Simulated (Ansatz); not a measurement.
# Tunnelling from Mg(0001) to Mg(0001): the current at the widest gap

Three vacuum gaps between Mg(0001) and Mg(0001) are known. What current density flows at 0.25 V across 6.5 Å?

Set-up. Ansatz 0.2.0, plane waves with PAW datasets, PBE; a slab with two metal leads whose outer parts are reservoirs, with density and current solved under bias (Landauer, 300 K). The gap is counted from plane to plane of nuclei, and atoms stay on ideal sites.

Results; the value marked ? is to be predicted:

```
gap (Å)  drop between the leads' cuts at 0.25 V (V)  current density at 0.25 V (A/m²)
    3.5                                      0.0871                         1.34×10¹⁴
    4.5                                       0.200                         4.57×10¹³
    5.5                                       0.239                         1.01×10¹³
    6.5                                       0.247                                 ?
```

**Fit on the rows shown.**

Tunnelling falls as exp(−βd). From 3.5 to 4.5 Å, β = ln(1.34×10¹⁴/4.57×10¹³)/1 = 1.07 Å⁻¹, and from 4.5 to 5.5 Å it is 1.51 Å⁻¹; the slope still steepens as the gap leaves contact, so the wider pair is taken. Then 1.01×10¹³ × exp(−1.51 × 1). Predicted: 2.22×10¹² A/m².

What the run gave:

1.77×10¹² A/m², so the prediction is 25 % too high. The last step has β = 1.74 Å⁻¹, an apparent barrier ħ²β²/8m of 2.9 eV: the decay of this current is still steepening. The conductances at 0 V give β = 1.53 and 1.77 Å⁻¹ for the last two steps.

Caveats: On every other k-point the currents of these runs, at any bias, move by up to 13 %. A semilocal functional lacks the image potential's tail.

[Logs are printed without paths, hosts, clocks, repeated set-up lines and the standing remarks that a program may print on its own settings, such as how far it seeks lower states.]
